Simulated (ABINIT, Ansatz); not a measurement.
# Quasiparticle gap of TiO2 (Anatase) in ABINIT, part 3 of 3

Wanted: ground state, empty states, screening and self-energy for TiO2 (Anatase).

ABINIT 10.8.3; PBE and many-body steps on it, plane waves. Known limits of the many-body steps: not at the basis limit.

So far. Step 3 (Bands along the symmetry lines): The gap is 2.141 eV, −0.045 eV from the run before at this level. Step 4 (Empty states on the mesh, 4×4×4 mesh, 249 bands): On this mesh the gap is 2.189 eV.

**5. Screening, 4×4×4 mesh, 106 bands, screening to 141.5 eV**

The RPA dielectric matrix is built and inverted for each q.

This step: RPA screening on PBE, plane waves, norm-conserving pseudopotentials.

run.abi reads:

```
acell 3*1.0 Angstrom
rprim 
  -1.892100000000 1.892100000000 4.757300000000
  1.892100000000 -1.892100000000 4.757300000000
  1.892100000000 1.892100000000 -4.757300000000
ntypat 2
znucl 22 8
natom 6
typat 1 1 2 2 2 2
xred 
  0.000000000000 0.000000000000 0.000000000000
  0.750000000000 0.250000000000 0.500000000000
  0.208100000000 0.208100000000 0.000000000000
  0.958100000000 0.458100000000 0.500000000000
  0.541900000000 0.041900000000 0.500000000000
  0.791900000000 0.791900000000 0.000000000000
pp_dirpath "pseudos"
pseudos "Ti.upf, O.upf"
ecut 38
ngkpt 4 4 4
nshiftk 1
shiftk 0 0 0
kptopt 1
chksymbreak 0
istwfk *1
occopt 1
irdwfk 1
optdriver 3
nband 106
ecuteps 5.2
inclvkb 2
awtr 1
symchi 1
indata_prefix "in"
outdata_prefix "out"
tmpdata_prefix "tmp"
```

Started as:

```
$ OMP_NUM_THREADS=1 mpirun -n 4 abinit run.abi > log
```

Numbers of over 12 decimals in the logs are rounded to 6 here.

What it wrote:

```text
.Version 10.8.3 of ABINIT. v10.8.2 released Aug 2026.

 Symmetries : space group I4_1/a m d (#141); Bravais tI (body-center tetrag.)
[... echo of the input left out ...]
== DATASET  1 ==================================================================
-   mpi_nproc: 4, omp_nthreads: 1 (-1 if OMP is not activated)

--- !DatasetInfo
iteration_state: {dtset: 1, }
dimensions: {natom: 6, nkpt: 13, mband: 106, nsppol: 1, nspinor: 1, nspden: 1, mpw: 5174, }
cutoff_energies: {ecut:  38.0, pawecutdg:  -1.0, }
electrons: {nelect:   4.80000000E+01, charge:   0.00000000E+00, occopt:   1.00000000E+00, tsmear:   1.00000000E-02, }

 SCREENING: Calculation of the susceptibility and dielectric matrices

 Based on a program developped by R.W. Godby, V. Olevano, G. Onida, and L. Reining.
 Incorporated in ABINIT by V. Olevano, G.-M. Rignanese, and M. Torrent.
.Using double precision arithmetic ; gwpc =  8

[... cell and pseudopotentials left out ...]
--------------------------------------------------------------------------------

 ==== K-mesh for the wavefunctions ====
 Number of points in the irreducible wedge :    13
[... list of points left out ...]
 Together with 16 symmetry operations and time-reversal symmetry
 yields    64 points in the full Brillouin Zone.

 ==== Q-mesh for the screening function ====
 Number of points in the irreducible wedge :    13
[... list of points left out ...]
 Together with 16 symmetry operations and time-reversal symmetry
 yields    64 points in the full Brillouin Zone.

 setmesh: FFT mesh size selected  =    72x   72x   72
          total number of points  =       373248

 vcoul_init : cutoff-mode = AUXILIARY_FUNCTION
 q-points for optical limit:   1
     1)      0.000010    0.000020    0.000030

- screening: taking advantage of time-reversal symmetry
- Maximum band index for partially occupied states nbvw = 24
- Remaining bands to be divided among processors   nbcw = 82
- Number of bands treated by each node ~20

 Number of electrons calculated from density =   48.0000; Expected =   48.0000
 average of density, n =  0.104409
 r_s =    1.3174
 omega_plasma =   31.1690 [eV]

 calculating chi0 at frequencies [eV] :
  1    0.000000E+00    0.000000E+00
  2    0.000000E+00    3.116905E+01

--------------------------------------------------------------------------------
  q-point number  1        q = ( 0.000000, 0.000000, 0.000000) [r.l.u.]
--------------------------------------------------------------------------------
[... chi0 elements left out ...]
 For q-point:  0.000010 0.000020 0.000030
  dielectric constant =   6.6653
  dielectric constant without local fields =   7.0367

  Average fulfillment of the sum rule on Im[epsilon] for q-point    1 :     52.04  [%]
[... wings left out ...]
  q-point number  2        q = ( 0.250000, 0.000000, 0.000000) [r.l.u.]
--------------------------------------------------------------------------------
[... chi0 elements left out ...]
  Average fulfillment of the sum rule on Im[epsilon] for q-point    2 :     63.26  [%]

 [... 11 further q-points ...]
```

Run time: 17 min. Hardware: 4 MPI ranks of Arm Neoverse V2, shared host; peak memory 14 GiB; 67 min of CPU time.

This step gave:

```yaml
eps_infinity_with_local_fields_on_this_mesh_along_the_program_s_q_direction: 6.665
the_same_without_local_fields: 7.037
plasma_frequency: 31.17 eV
plane_waves_in_the_screening_matrix: 269
```

Local fields lower ε∞ by 5 %.

**6. Self-energy, 4×4×4 mesh, 106 bands, screening to 141.5 eV**

The self-energy is evaluated for the states that the input lists, and the levels follow from it, in one-shot runs by the linearised quasiparticle equation.

This step: G0W0 on PBE, plane waves, norm-conserving pseudopotentials.

run.abi, as its differences from that of step 5:

```diff
@@ -27,8 +27,19 @@
 irdwfk 1
-optdriver 3
+optdriver 4
 nband 106
+gwcalctyp 0
+ecutsigx 38
+symsigma 1
+nkptgw 3
+kptgw 
+  0.5000000000 0.5000000000 0.0000000000
+  0.0000000000 0.0000000000 0.0000000000
+  -0.2500000000 -0.2500000000 0.2500000000
+bdgw 
+  23 26
+  23 26
+  23 26
 ecuteps 5.2
-inclvkb 2
-awtr 1
-symchi 1
+irdscr 1
+ppmodel 1
 indata_prefix "in"
```

What it wrote:

```text
.Version 10.8.3 of ABINIT. v10.8.2 released Aug 2026.

 Symmetries : space group I4_1/a m d (#141); Bravais tI (body-center tetrag.)
[... echo of the input left out ...]
== DATASET  1 ==================================================================
-   mpi_nproc: 4, omp_nthreads: 1 (-1 if OMP is not activated)

--- !DatasetInfo
iteration_state: {dtset: 1, }
dimensions: {natom: 6, nkpt: 13, mband: 106, nsppol: 1, nspinor: 1, nspden: 1, mpw: 5174, }
cutoff_energies: {ecut:  38.0, pawecutdg:  -1.0, }
electrons: {nelect:   4.80000000E+01, charge:   0.00000000E+00, occopt:   1.00000000E+00, tsmear:   1.00000000E-02, }

 SIGMA: Calculation of the GW corrections

 Based on a program developped by R.W. Godby, V. Olevano, G. Onida, and L. Reining.
 Incorporated in ABINIT by V. Olevano, G.-M. Rignanese, and M. Torrent.
.Using double precision arithmetic ; gwpc =  8

[... cell and pseudopotentials left out ...]
--------------------------------------------------------------------------------

 ==== K-mesh for the wavefunctions ====
 Number of points in the irreducible wedge :    13
[... list of points left out ...]
 Together with 16 symmetry operations and time-reversal symmetry
 yields    64 points in the full Brillouin Zone.

 ==== Q-mesh for screening function ====
 Number of points in the irreducible wedge :    13
[... list of points left out ...]
 Together with 16 symmetry operations and time-reversal symmetry
 yields    64 points in the full Brillouin Zone.

 vcoul_init : cutoff-mode = AUXILIARY_FUNCTION
 q-points for optical limit:   1
     1)      0.000010    0.000020    0.000030
 setmesh: FFT mesh size selected  =    72x   72x   72
          total number of points  =       373248

 Number of electrons calculated from density =   48.0000; Expected =   48.0000
 average of density, n =  0.104409
 r_s =    1.3174
 omega_plasma =   31.1690 [eV]

 === KS Band Gaps ===
  >>>> For spin  1
   Minimum direct gap =   2.4917 [eV], located at k-point      :  -0.2500 -0.2500  0.2500
   Fundamental gap    =   2.1887 [eV], Top of valence bands at :   0.5000  0.5000  0.0000
                                       Bottom of conduction at :   0.0000  0.0000  0.0000
 SIGMA fundamental parameters:
 PLASMON POLE MODEL  1
 number of plane-waves for SigmaX                 5117
 number of plane-waves for SigmaC and W            269
 number of plane-waves for wavefunctions          5117
 number of bands                                   106
 number of independent spin polarizations            1
 number of spinorial components                      1
 number of k-points in IBZ                          13
 number of q-points in IBZ                          13
 number of symmetry operations                      16
 number of k-points in BZ                           64
 number of q-points in BZ                           64
 number of frequencies for dSigma/dE                 9
 frequency step for dSigma/dE [eV]                0.25
 number of omega for Sigma on real axis              0
 max omega for Sigma on real axis  [eV]           0.00
 zcut for avoiding poles [eV]                     0.10

 EPSILON^-1 parameters (SCR file):
 dimension of the eps^-1 matrix on file            269
 dimension of the eps^-1 matrix used               269
 number of plane-waves for wavefunctions          5117
 number of bands                                   106
 number of q-points in IBZ                          13
 number of frequencies                               2
 number of real frequencies                          1
 number of imag frequencies                          1

 matrix elements of self-energy operator (all in [eV])

 Perturbative Calculation

--- !SelfEnergy_ee
iteration_state: {dtset: 1, }
kpoint     : [   0.500,    0.500,    0.000, ]
spin       : 1
KS_gap     :    3.429
QP_gap     :    5.195
Delta_QP_KS:    1.766
data: !SigmaeeData |
     Band     E0 <VxcDFT>   SigX SigC(E0)      Z dSigC/dE  Sig(E)    E-E0       E
       23   4.093 -20.082 -24.797   5.014   0.763  -0.311 -19.854   0.228   4.321
       24   4.093 -20.082 -24.797   5.014   0.763  -0.311 -19.854   0.228   4.321
       25   7.522 -21.007 -12.455  -5.961   0.770  -0.299 -19.013   1.994   9.516
       26   7.522 -21.007 -12.455  -5.961   0.770  -0.299 -19.013   1.994   9.516

--- !SelfEnergy_ee
iteration_state: {dtset: 1, }
kpoint     : [   0.000,    0.000,    0.000, ]
spin       : 1
KS_gap     :    2.617
QP_gap     :    4.220
Delta_QP_KS:    1.603
data: !SigmaeeData |
     Band     E0 <VxcDFT>   SigX SigC(E0)      Z dSigC/dE  Sig(E)    E-E0       E
       23   3.664 -19.550 -24.420   5.067   0.760  -0.315 -19.400   0.150   3.814
       24   3.664 -19.550 -24.420   5.067   0.760  -0.315 -19.400   0.150   3.814
       25   6.282 -19.340 -11.803  -5.305   0.786  -0.273 -17.587   1.753   8.035
       26   7.028 -20.506 -12.086  -5.903   0.775  -0.291 -18.556   1.949   8.977

--- !SelfEnergy_ee
iteration_state: {dtset: 1, }
kpoint     : [  -0.250,   -0.250,    0.250, ]
spin       : 1
KS_gap     :    2.492
QP_gap     :    4.058
Delta_QP_KS:    1.566
data: !SigmaeeData |
     Band     E0 <VxcDFT>   SigX SigC(E0)      Z dSigC/dE  Sig(E)    E-E0       E
       23   3.893 -20.281 -24.944   4.943   0.765  -0.307 -20.067   0.214   4.107
       24   3.893 -20.281 -24.944   4.943   0.765  -0.307 -20.067   0.214   4.107
       25   6.385 -19.488 -11.831  -5.387   0.784  -0.275 -17.708   1.780   8.164
       26   6.912 -20.310 -12.031  -5.809   0.777  -0.288 -18.391   1.919   8.830

== END DATASET(S) ==============================================================
================================================================================

 -outvars: echo values of variables after computation  --------
           etotal      0.0000000000E+00
            nband         106
             nkpt          13
          spgroup         141
 [... the other variables as echoed above ...]

 Calculation completed.
```

It took 42 s on 4 MPI ranks; peak memory 9.2 GiB.

Numbers from this step:

- G0W0 gap on the points computed: 3.714 eV
- starting gap on the mesh: 2.189 eV
- k of the valence top: 0.5, 0.5, 0
- k of the conduction bottom: 0, 0, 0
- Z at the valence top: 0.763
- Z at the conduction bottom: 0.786
- least direct G0W0 gap on the computed points: 4.057 eV

The gap on the mesh goes from 2.19 eV to 3.71 eV, a correction of +1.53 eV.

Limits: finite bands, cutoff and mesh. v1 is the top filled band, c1 the lowest empty one. Levels before and after the correction, in eV, zero at the valence-band top of each column:

```csv
,conduction bottom,valence top
Kohn-Sham,2.19,0.00
G0W0,3.71,0.00
```

|  | level | energy (eV) |
| --- | --- | --- |
| Kohn-Sham | (0.5 0.5 0) v2-v1 | 0.000 |
| Kohn-Sham | (0.5 0.5 0) c1-c2 | 3.429 |
| Kohn-Sham | Γ v2-v1 | -0.429 |
| Kohn-Sham | Γ c1 | 2.189 |
| Kohn-Sham | Γ c2 | 2.935 |
| G0W0 | (0.5 0.5 0) v2-v1 | 0.000 |
| G0W0 | (0.5 0.5 0) c1-c2 | 5.195 |
| G0W0 | Γ v2-v1 | -0.507 |
| G0W0 | Γ c1 | 3.714 |
| G0W0 | Γ c2 | 4.656 |

**7. Where the time went**

Times are wall times on 4 MPI ranks of Arm Neoverse V2, shared host, good to a factor of about two.

```csv
step,time,share,memory (GiB)
ground state,3.1 min,12 %,0.65
bands along the symmetry lines,2.4 min,9 %,0.5
empty states on the mesh,3.6 min,14 %,0.63
screening,17 min,63 %,14
self-energy,42 s,3 %,9.2
```

**8. Outcome**

| Quantity | Value |
| --- | --- |
| PBE gap | 2.14 eV, indirect |
| G0W0 gap on the mesh | 3.71 eV |
| G0W0 gap over the zone (rigid shift) | 3.67 eV |
| GW settings | 4×4×4 mesh, 106 bands, screening to 141.5 eV, Godby-Needs plasmon pole |
| known limits | not at the basis limit |

In words: G0W0 moves the gap on the mesh from 2.19 eV to 3.71 eV (+1.53 eV), with Z of 0.76 and 0.79 at the edges. The mesh misses the band edges by 0.05 eV in all; a rigid shift gives 3.67 eV for the zone. Local fields lower the RPA ε∞ on this mesh from 7.04 to 6.67. Only 3 of the mesh's irreducible points were corrected, so a valley elsewhere could overtake. The dearest step here is «screening». Against experiment, by G0W0@PBE: the gap of 3.67 eV lies +0.27 eV from the measured 3.4 eV (indirect, on borosilicate glass, 2023); the gap of 3.67 eV lies +0.39 eV from the measured 3.28 ± 0.13 eV (indirect, on SiO2 (quartz particles), 2024); the direct gap of 4.06 eV lies +0.19 eV from the measured 3.87 eV (direct, 2023); the direct gap of 4.06 eV lies +0.08 eV from the measured 3.98 eV (electronic, quoted 2020); the gap of 3.67 eV lies +0.50 eV from the measured 3.17 eV (kind not stated, 2020). An exciton line or allowed optical edge lies below the quasiparticle gap by the binding energy; a forbidden edge can push the onset above it. The calculation has static nuclei and no excitons; a measured gap holds zero-point and thermal motion, which mostly lowers it. Bands and cutoff are finite, so the gap is not at the basis limit. The miss can reach some tenths of an eV and take either sign; the mesh is an error of its own. In the G0W0 run levels were corrected at 3 k points alone, so a gap called «on the mesh» is the least over those, and an edge elsewhere would be missed.

[Paths, hosts, dates, memory and timing lines, banners, echoed tables and standing remarks are left out of the program output.]

[Logs are printed without paths, hosts, clocks, repeated set-up lines and the standing remarks that a program may print on its own settings, such as how far it seeks lower states.]

[Runs of the session that timed out or met a known fault of the program may be left out.]

[Hosts, paths, dates, database ids (printed as entryN), source tags and the programs' standing remarks are cut or masked in the printed files.]

[G0W0 gaps are taken among the corrected bands and points alone; a level outside them can change the order at an edge.]

[Where Ansatz stands beside ABINIT at settings called matched, ABINIT's density can come from a denser mesh and the files from another edition; pairs whose starting gaps differed by over 0.03 eV were left out, so agreement reads better than it is.]
